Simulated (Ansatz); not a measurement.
## LaScH6 (built on the sites of a database entry of LaAlH6): following an unstable mode

Which phase does LaScH6 (built on the sites of a database entry of LaAlH6) fall into along its unstable mode, and how much energy does it gain?

Calculated with Ansatz 0.2.0; DFT PBEsol, scalar-relativistic, plane waves, PAW.

The structure was built from a prototype and need not be the compound's stable phase.

### Step 1. The starting structure

The structure is trigonal, space group R-3m (No. 166). Conventional cell: a = 6.447 Å, b = 6.447 Å, c = 6.911 Å, α = 90.00°, β = 90.00°, γ = 120.00°. Nearest to La lie 12 H at 2.38 to 2.45 Å. Nearest to Sc lie 6 H at 1.96 Å. Nearest to H lie 1 Sc at 1.96 Å and 5 H at 2.05 to 2.43 Å and 2 La at 2.38 to 2.45 Å. Farther neighbours are not listed.

### Step 2. Phonons on a q mesh

The cell comes from relaxations at this level that are not shown. Stability and thermal properties need the whole zone. Linear response on a 2×2×2 q mesh gives force constants as far as a supercell of that size would, and the tensors from the zone-centre run are typed in so that the long-range dipole term is interpolated apart.

Contents of input.yaml:

```yaml
crystal:
  lattice:
    - [3.223427337, 1.8610466407, 2.3038321962]
    - [-3.223427337, 1.8610466407, 2.3038321962]
    - [0.0, -3.7220932814, 2.3038321962]
  atoms:
    - { symbol: La, position: [0.5, 0.5, 0.5] }
    - { symbol: Sc, position: [0.0, 0.0, 0.0] }
    - { symbol: H, position: [0.9627776117, 0.3260915299, 0.3260915299] }
    - { symbol: H, position: [0.3260915299, 0.9627776117, 0.3260915299] }
    - { symbol: H, position: [0.3260915299, 0.3260915299, 0.9627776117] }
    - { symbol: H, position: [0.0372223883, 0.6739084701, 0.6739084701] }
    - { symbol: H, position: [0.6739084701, 0.0372223883, 0.6739084701] }
    - { symbol: H, position: [0.6739084701, 0.6739084701, 0.0372223883] }
kpoints:
  mp_grid: { grid: [10, 10, 10] }
hamiltonian:
  xc: pbesol
scf:
  occupations: { method: fixed }
output:
  eigenvalues: true
phonons:
  method: dfpt
  qmesh: [2, 2, 2]
  temperatures: { t_max: 1000, t_step: 50 }
  qpath:
    path:
      - [[0.0, 0.0, 0.0], [0.5, 0.0, 0.0], [0.5, -0.5, 0.5], [0.4220755, -0.5779245, 0.4220755]]
      - [[0.4220755, 0.4220755, 0.4220755], [0.0, 0.0, 0.0], [0.5, -0.5, 0.0]]
    npoints: 10
  non_analytic_term:
    high_frequency_dielectric_tensor: [[12.1376, 0.0, 0.0], [0.0, 12.1376, 0.0], [0.0, 0.0, 9.4156]]
    born_effective_charges:
      - { species: La, tensor: [[4.0461, 0.0, 0.0], [0.0, 4.0461, 0.0], [0.0, 0.0, 3.8416]] }
      - { species: Sc, tensor: [[4.0231, 0.0, 0.0], [0.0, 4.0231, 0.0], [0.0, 0.0, 3.7469]] }
      - { species: H, tensor: [[-1.5861, -0.4179, -0.4309], [-0.4179, -1.1036, -0.2488], [-0.0652, -0.0376, -1.2648]] }
      - { species: H, tensor: [[-1.5861, 0.4179, 0.4309], [0.4179, -1.1036, -0.2488], [0.0652, -0.0376, -1.2648]] }
      - { species: H, tensor: [[-0.8623, 0.0, 0.0], [0.0, -1.8274, 0.4975], [0.0, 0.0753, -1.2648]] }
      - { species: H, tensor: [[-1.5861, -0.4179, -0.4309], [-0.4179, -1.1036, -0.2488], [-0.0652, -0.0376, -1.2648]] }
      - { species: H, tensor: [[-1.5861, 0.4179, 0.4309], [0.4179, -1.1036, -0.2488], [0.0652, -0.0376, -1.2648]] }
      - { species: H, tensor: [[-0.8623, 0.0, 0.0], [0.0, -1.8274, 0.4975], [0.0, 0.0753, -1.2648]] }
    source: "zone-centre run at this cell"
```

Run with:

```console
ansatz run input.yaml --threads 8 --pin off --max-ram 14336MiB --backend cpu --events-out ev --progress --plain --runs-dir out
```

Numbers of over 12 decimals in the logs are rounded to 6 here.

The log of the run:

```text
Warning: phonons: the dynamical matrix that this run interpolates holds no multipole term above the dipole-dipole one, and a site of this crystal is no centre of inversion, so its interpolated transverse optical and acoustic branches and sound speeds can stay off near Gamma, and the density of states and the thermodynamics with them. What a run solves at a wave vector of phonons.qpoints, Gamma apart, where the deck admits one, is free of this, and under fd what a larger phonons.supercell samples
Engine: ansatz 0.2.0, x86_64-unknown-linux-gnu
Pseudopotentials: kind: paw
Pseudopotential: La, paw, valence charge 11, recommended cutoff 420 eV (normal), La.paw.azcp
Pseudopotential: Sc, paw, valence charge 11, recommended cutoff 420 eV (normal), Sc.paw.azcp
Pseudopotential: H, paw, valence charge 1, recommended cutoff 420 eV (normal), H.paw.azcp
Functional definition: PBEsol
  exchange = pbesol_x
  correlation = pbesol_c
Crystal: 8 atoms, lattice volume = 82.923 Å³
Basis set: ecut = 420 eV, 1639 PW (Γ), exchange–correlation on 60×60×60 points (8 copies of the dense FFT grid, shifted against one another)
Bands: 22, of which v1, the nominal top of the filled ones, is band 14 counted from 1 (13 counted from 0)
Symmetry: 12 space group operations
k-points: 116 of 1000
Non-local potential: La, projectors of the file, l = 0: 3, l = 1: 2, l = 2: 2, l = 3: 3
Non-local potential: Sc, projectors of the file, l = 0: 3, l = 1: 2, l = 2: 3, l = 3: 1
Non-local potential: H, projectors of the file, l = 0: 2, l = 1: 1
PAW form: soft (Blöchl's): semilocal exchange-correlation on the pseudo side does not see the compensation charge
PAW frozen core: La, regenerated for the run's functional, and the local potential with it (the file was generated under x = pbe(κ = 0.804, μ = 0.219515), c = pbe(β = 0.066725))
PAW frozen core: Sc, regenerated for the run's functional, and the local potential with it (the file was generated under x = pbe(κ = 0.804, μ = 0.219515), c = pbe(β = 0.066725))
PAW one-centre angular grid: La, 590 points (default); XC on 64 Gauss nodes
PAW one-centre angular grid: Sc, 590 points (default); XC on 64 Gauss nodes
PAW one-centre angular grid: H, 110 points (default); XC on 64 Gauss nodes
Initial density: superposition of atomic densities (neutral atoms: chi_scale 0, normalization atom), corrected by the library's trained network
Initial wavefunctions: pseudopotential atomic-orbital guess
Functional: x = pbesol(κ = 0.804, μ = 0.123457), c = pbesol(β = 0.046)
SCF iter   1: F=—  HF=-8369.635290 eV  |F-HF|=—  |Δ(HF+E_count)|=         —  Δρ=9.59e-3  dr2=1.08e-1  ethr=1.77e-3  ⟨swp⟩=3.6  Hψ=9616  notcnv=0  defer=572
preconditioner: auto → Resta (q_TF=auto, 2.277 Å⁻¹)  ε∞=4.2  [insulator: Δε(μ)=0.582 eV  Ē_g=9.618 eV  n_scr=18 (ndim 8)  ℏωp=17.3 eV  f_vac=0.000  ε∞_Penn≈4.2]
SCF iter   2: F=—  HF=-8369.608385 eV  |F-HF|=—  |Δ(HF+E_count)|=   2.69e-2  Δρ=4.23e-3  dr2=1.38e-2  ethr=3.85e-4  ⟨swp⟩=2.1  Hψ=3887  notcnv=0  defer=671
SCF iter   3: F=—  HF=-8369.604897 eV  |F-HF|=—  |Δ(HF+E_count)|=   3.49e-3  Δρ=9.55e-4  dr2=9.92e-4  ethr=4.94e-5  ⟨swp⟩=2.0  Hψ=3066  notcnv=0  defer=689
SCF iter   4: F=—  HF=-8369.604714 eV  |F-HF|=—  |Δ(HF+E_count)|=   1.84e-4  Δρ=2.54e-4  dr2=4.07e-5  ethr=3.54e-6  ⟨swp⟩=2.0  Hψ=3886  notcnv=0  defer=690
SCF iter   5: F=—  HF=-8369.604730 eV  |F-HF|=—  |Δ(HF+E_count)|=   1.65e-5  Δρ=7.75e-5  dr2=3.24e-6  ethr=1.45e-7  ⟨swp⟩=2.2  Hψ=3822  notcnv=0  defer=653
SCF iter   6: F=—  HF=-8369.604734 eV  |F-HF|=—  |Δ(HF+E_count)|=   4.36e-6  Δρ=7.47e-6  dr2=3.70e-8  ethr=1.16e-8  ⟨swp⟩=2.0  Hψ=3025  notcnv=0  defer=383
SCF iter   7: F=—  HF=-8369.604734 eV  |F-HF|=—  |Δ(HF+E_count)|=   2.08e-7  Δρ=1.63e-6  dr2=1.99e-9  ethr=1.32e-10  ⟨swp⟩=2.0  Hψ=4087  notcnv=0  defer=365
SCF iter   8: F=—  HF=-8369.604734 eV  |F-HF|=—  |Δ(HF+E_count)|=  2.07e-10  Δρ=1.62e-7  dr2=2.58e-11  ethr=7.09e-12  ⟨swp⟩=2.0  Hψ=3754  notcnv=0  defer=365
SCF iter   9: F=-8369.604734 eV  HF=-8369.604734 eV  |F-HF|=1.82e-12  |Δ(HF+E_count)|=  1.82e-12  Δρ=3.43e-8  dr2=1.01e-12  ethr=1.00e-12  ⟨swp⟩=11.1  Hψ=15138  notcnv=0
SCF 1 converged in 9 iterations: F = -8369.604734 eV  dr2 = 1.01e-12
  greatest PAW one-centre occupation: 0.998 electrons in one spin orbital (limit 2), on the Sc atom at site 1 (counted from 0), in its partial waves of l = 0
NSCF: frozen V_eff on 116 k-points
NSCF: frozen V_eff on 504 k-points
DFPT response loops at q = (0, 0, 0) (fractional): preconditioner auto → Resta (q_TF=auto, 2.277 Å⁻¹)  ε∞=10.0 (no band partly filled); β = 1.00, the filter's whole step (`scf.mixing.beta` (0.50) is not read by the response loops at its default; to damp them type it under 1.00, their step now; it binds the ground state too); Broyden in place of MSR1
NSCF: frozen V_eff on 1008 k-points
DFPT response loops at q = (0, 0, -0.5) (fractional): mixed as the last ones told, above
NSCF: frozen V_eff on 1008 k-points
DFPT response loops at q = (0, -0.5, -0.5) (fractional): mixed as the last ones told, above
NSCF: frozen V_eff on 1008 k-points
DFPT response loops at q = (-0.5, -0.5, -0.5) (fractional): mixed as the last ones told, above
SCF converged after 9 iterations
Free energy (F): -8369.604734 eV
Harris-Foulkes:  -8369.604734 eV  (|F-HF|=1.82e-12)
Internal energy: -8369.604734 eV  (E = F + TS)
E sigma→0 (E₀):  -8369.604734 eV
Fermi energy:    6.674498 eV
--- Per-component energies (eV) ---
  E_band       = -260.907476
  E_kinetic    = 533.662846
  E_local      = -1356.351896  (includes V_loc(G=0)·N_el)
  E_nonlocal   = 186.863851
  E_hartree    = 452.355220
  E_xc         = -295.768155
  E_vxc        = -346.280758  (∫ρ·V_xc dr)
  E_paw        = -6262.999048  (= ΣΔE_a)
  E_vpaw       = -183.504968  (= ΣTr[D̂ρ^β])
  E_aug_tail   = -0.006999  (compensation charges beyond the density's cutoff)
  E_ewald      = -1627.659088
  E_core_change = 0.298534  (= ΣΔE_core)
  E_smearing   = -0.000000  (= −TS)
  E_closure    = 0.000000  (closes the sum)
  Σ components = -8369.604734   (vs F -8369.604734, Δ=0.00e0)
--- Band table (eV; the first three rows and the last of 116) ---
  k-point 0: bands = [... 10 lower, 3.0971, 6.1936, 6.3526, 6.3526, 8.0172, 8.2213, 8.2213, 9.8095, ... 4 higher]
  k-point 1: bands = [... 10 lower, 3.1498, 6.0709, 6.1340, 6.2077, 8.1215, 8.2132, 8.3601, 9.8171, ... 4 higher]
  k-point 2: bands = [... 10 lower, 3.2826, 5.7009, 5.7998, 5.8540, 8.1664, 8.2779, 8.6852, 9.8340, ... 4 higher]
  k-point 115: bands = [... 10 lower, 4.0017, 4.1655, 4.5918, 4.5918, 8.8973, 9.4534, 9.4534, 9.8228, ... 4 higher]
--- Phonons (Γ-DFPT): 6 representative perturbations + reference (Σ response iterations 18) ---
  ASR residual: 2.816e-5 → 0.000e0 eV/Å²; symmetrization residual: 4.520e-7 eV/Å²
  ASR residual per site (eV/Å²): 1.11e-5 2.82e-5 3.20e-6 3.20e-6 3.53e-6 3.20e-6 3.20e-6 3.53e-6
  Γ frequencies (cm⁻¹): -482.89 -288.31 -288.31 0.00 0.00 0.00 231.31 268.88 268.88 565.67 643.43 643.43 679.52 679.52 704.00 940.90 940.90 975.30 1194.42 1202.56 1202.56 1364.26 1364.26 1428.37
--- Phonons (arbitrary-q DFPT): 4 irreducible q on the 2×2×2 mesh ---
  q = [0.0000, 0.0000, 0.0000] (star 1, of the zone-centre solve; hermiticity 5.65e-8, symmetrization 4.80e-10): -482.89 -288.31 -288.31 -0.00 0.00 0.00 231.31 268.88 268.88 565.67 643.43 643.43 679.52 679.52 704.00 940.90 940.90 975.30 1194.42 1202.56 1202.56 1364.26 1364.26 1428.37
  q = [0.0000, 0.0000, -0.5000] (star 3, 12 solved perturbations in 4050 linear systems a pass and spin channel, the states on 504 of 1000 k-point pairs; hermiticity 5.70e-8, symmetrization 2.91e-14): -342.08 -87.38 64.48 74.71 105.71 139.53 175.73 217.19 435.97 493.01 598.37 641.25 756.83 776.94 825.07 908.72 914.06 964.09 1253.60 1291.41 1312.76 1326.21 1356.20 1408.16
  q = [0.0000, -0.5000, -0.5000] (star 3, 9 solved perturbations in 3870 linear systems a pass and spin channel, the states on 504 of 1000 k-point pairs; hermiticity 3.41e-8, symmetrization 1.20e-11): -248.36 -86.74 41.00 106.67 136.89 213.25 221.72 225.96 360.93 487.39 634.50 634.69 678.79 771.85 788.92 885.51 947.51 1028.58 1202.56 1269.91 1271.06 1314.79 1364.22 1419.60
  q = [-0.5000, -0.5000, -0.5000] (star 1, 6 solved perturbations in 1582 linear systems a pass and spin channel, the states on 504 of 1000 k-point pairs; hermiticity 2.39e-8, symmetrization 2.84e-10): -479.11 -73.95 -73.95 142.33 150.78 150.78 214.47 406.65 406.65 577.82 626.77 626.77 818.80 818.80 859.65 859.65 880.00 965.71 1249.76 1249.76 1276.56 1335.17 1335.17 1420.32
  sum rule: each row above includes the acoustic sum rule's correction from the zone centre's row sums; it moved no ω² by more than (0.98 cm⁻¹)²
  mesh force constants: q→R imaginary residual 1.59e-17; ASR residual 2.816e-5 → 0.000e0 eV/Å²; symmetrization residual 8.882e-15 eV/Å²
  interpolated dispersion: 53 rows × 24 modes
  density of states and harmonic sums: on the 14×14×14 q-mesh, interpolated from the force constants of a 2×2×2 supercell (with the dipole–dipole term of supplied tensors)
  largest difference from the sums on the solved wave vectors: F 1.15e-2 eV, S 1.54e-5 and C_V 7.86e-6 eV/K
  zero-point energy: 0.992680 eV/cell   skipped modes (ω ≤ 0): 779, of them read as no rigid motion or as one in doubt: 776 (2.681e0 modes/cell left out, lowest -482.89 cm⁻¹)   left out of the sums: 1.12e-1 of the cell's modes: C_V's classical limit lies that fraction below 3 k_B per atom; for a crystal, a wire or a layer, F and S can be off by more, and a phonons.interpolated_qmesh denser along its periods is the remedy for the sampling
```

Run time: 3.4 min. Hardware: 8 threads of Intel Xeon Platinum 8259CL at 2.50GHz (Skylake/Cascade Lake), shared host; peak memory 2.5 GiB; 25 min of CPU time.

In the SCF lines HF is the Harris–Foulkes energy and dr2 the Hartree energy of the density residual, in eV; the loop may stop once dr2 is under the threshold and the program's other checks hold. Hψ counts applications of the Hamiltonian.

Numbers from this step:

```yaml
gap_on_the_k_mesh: 0.5959 eV
volume_per_atom: 10.37 Å³
sum_rule_residual_before_enforcement: 2.82e-5 eV/Å²
lowest_frequency_on_the_path: -482.9 cm⁻¹
point_group: -3m
highest_frequency_on_the_path_or_at_a_solved_wavevector: 1432 cm⁻¹
highest_optical_mode_at_the_zone_centre_no_lo_to_term: 1428 cm⁻¹
lowest_optical_zone_centre_mode: -482.9 cm⁻¹
lowest_mode_on_the_q_mesh_acoustic_modes_at_gamma_apart: -482.9 cm⁻¹
```

Frequencies (cm⁻¹) solved at each irreducible wavevector; negative means imaginary. Frequencies by wavevector, by row:

```csv
q in reciprocal lattice units,star,mode 1,mode 2,mode 3,mode 4,mode 22,mode 23,mode 24
0 0 0,1,-482.9,-288.3,-288.3,0,1364,1364,1428
0 0 -0.5,3,-342.1,-87.4,64.5,74.7,1326,1356,1408
0 -0.5 -0.5,3,-248.4,-86.7,41,106.7,1315,1364,1420
-0.5 -0.5 -0.5,1,-479.1,-74,-74,142.3,1335,1335,1420
```

Interpolated from a 2×2×2 q mesh, rough between the solved points, with the LO-TO term (at Γ the limit along the path; where Γ stands inside the path, tables give the limit on arrival). The phonon branches at the labelled points (cm⁻¹):

```
     point  branch 1  branch 2  branch 3  branch 4  branch 21  branch 22  branch 23  branch 24
         Γ      -483      -288      -110         0       1308       1364       1364       1428
   halfway      -431      -226         3        61       1326       1350       1353       1421
         L      -342       -87        64        75       1313       1326       1356       1408
   halfway      -273       -73       -60       130       1255       1342       1382       1432
         T      -479       -74       -74       142       1277       1335       1335       1420
   halfway      -477       -70       -70       136       1277       1332       1332       1418
        P0      -471       -61       -61       123       1278       1325       1325       1414
jump to P2      -471       -61       -61       123       1278       1325       1325       1414
   halfway      -452      -162      -162        86       1326       1334       1334       1420
         Γ      -483      -288      -288         0       1306       1364       1364       1428
   halfway      -338      -170        78        87       1322       1322       1350       1414
         F      -248       -87        41       107       1271       1315       1364       1420
```

Symmetry leaves 4 wavevectors to solve. The lowest mode among them, the acoustic zeros apart, lies at Γ and is imaginary, 482.9i cm⁻¹, so the energy falls along it.

### Step 3. The mode frozen in, largest atomic shift 0 Å

The mode followed lies at q = (-0.5, -0.5, -0.5) with frequency 479.1i cm⁻¹, one of the unstable modes though not the softest. At small amplitude the distorted cell has space group no. 167 by a symmetry search on the positions. The undistorted cell that holds it gives the zero of energy on the same k mesh.

System of this step: LaScH6 (built on the sites of a database entry of LaAlH6). Symmetry: R-3m, No. 166, trigonal system. The conventional cell has a = 6.447 Å, b = 6.447 Å, c = 6.911 Å, α = 90.00°, β = 90.00°, γ = 120.00°. Nearest to La lie 12 H at 2.38 to 2.45 Å. Nearest to Sc lie 6 H at 1.96 Å. Nearest to H lie 1 Sc at 1.96 Å and 5 H at 2.05 to 2.43 Å and 2 La at 2.38 to 2.45 Å. Farther neighbours are not listed.

Contents of input.yaml:

```yaml
crystal:
  lattice:
    - [0.0, -3.7220932814, -4.6076643924]
    - [-3.223427337, 1.8610466407, -4.6076643924]
    - [3.223427337, 1.8610466407, -4.6076643924]
  atoms:
    - { symbol: La, position: [0.25, 0.25, 0.25] }
    - { symbol: La, position: [0.75, 0.75, 0.75] }
    - { symbol: Sc, position: [0.0, 0.0, 0.0] }
    - { symbol: Sc, position: [0.5, 0.5, 0.5] }
    - { symbol: H, position: [0.0186111942, 0.0186111942, 0.6552972759] }
    - { symbol: H, position: [0.5186111942, 0.5186111942, 0.1552972759] }
    - { symbol: H, position: [0.0186111942, 0.6552972759, 0.0186111942] }
    - { symbol: H, position: [0.5186111942, 0.1552972759, 0.5186111942] }
    - { symbol: H, position: [0.6552972759, 0.0186111942, 0.0186111942] }
    - { symbol: H, position: [0.1552972759, 0.5186111942, 0.5186111942] }
    - { symbol: H, position: [0.4813888058, 0.4813888058, 0.8447027241] }
    - { symbol: H, position: [0.9813888058, 0.9813888058, 0.3447027241] }
    - { symbol: H, position: [0.4813888058, 0.8447027241, 0.4813888058] }
    - { symbol: H, position: [0.9813888058, 0.3447027241, 0.9813888058] }
    - { symbol: H, position: [0.8447027241, 0.4813888058, 0.4813888058] }
    - { symbol: H, position: [0.3447027241, 0.9813888058, 0.9813888058] }
kpoints:
  mp_grid: { grid: [6, 6, 6] }
hamiltonian:
  xc: pbesol
scf:
  occupations: { method: gaussian, width: 0.02 }
output:
  forces: true
  stress: true
  eigenvalues: true
```

The log of the run:

```text
[...]
Crystal: 16 atoms, lattice volume = 165.847 Å³
Basis set: ecut = 420 eV, 3273 PW (Γ), exchange–correlation on 80×80×80 points (8 copies of the dense FFT grid, shifted against one another)
Bands: 44, of which v1, the nominal top of the filled ones, is band 28 counted from 1 (27 counted from 0)
Symmetry: 24 space group operations
[...]
k-points: 32 of 216
[...]
k-point 0: bands = [... 24 lower, 4.5917, 6.1936, 6.3525, 6.3525, 8.0172, 8.2213, 8.2213, 8.8973, ... 3 higher]
  k-point 1: bands = [... 24 lower, 5.0275, 5.7543, 6.0723, 6.2609, 8.2118, 8.2189, 8.3603, 8.8662, ... 3 higher]
  k-point 2: bands = [... 24 lower, 5.0281, 5.3617, 5.7669, 5.9459, 8.3520, 8.3598, 8.5947, 8.6853, ... 3 higher]
  k-point 31: bands = [... 24 lower, 4.8163, 4.8163, 4.8163, 4.8163, 8.8837, 8.8837, 9.0233, 9.0233, ... 3 higher]
[key lines of the parts left out:]
SCF converged after 6 iterations
Free energy (F): -16739.209659 eV
Fermi energy:    6.972388 eV
P = ⅓ Tr σ = -0.0013 GPa (-0.013 kbar)
```

Elapsed: 2.6 s, on 8 threads; peak memory 0.86 GiB.

Numbers from this step:

| Quantity | Value |
| --- | --- |
| pressure | -0.001272 GPa |
| energy from the undistorted cell | 0 meV/atom |

At this level the gap is 0.60 eV on the k-mesh of the self-consistent run, which can miss the band edges.

[end of part 1 of 2]

[Logs are printed without paths, hosts, clocks, repeated set-up lines and the standing remarks that a program may print on its own settings, such as how far it seeks lower states.]

[Hosts, paths, dates, database ids (printed as entryN), source tags and the programs' standing remarks are cut or masked in the printed files.]
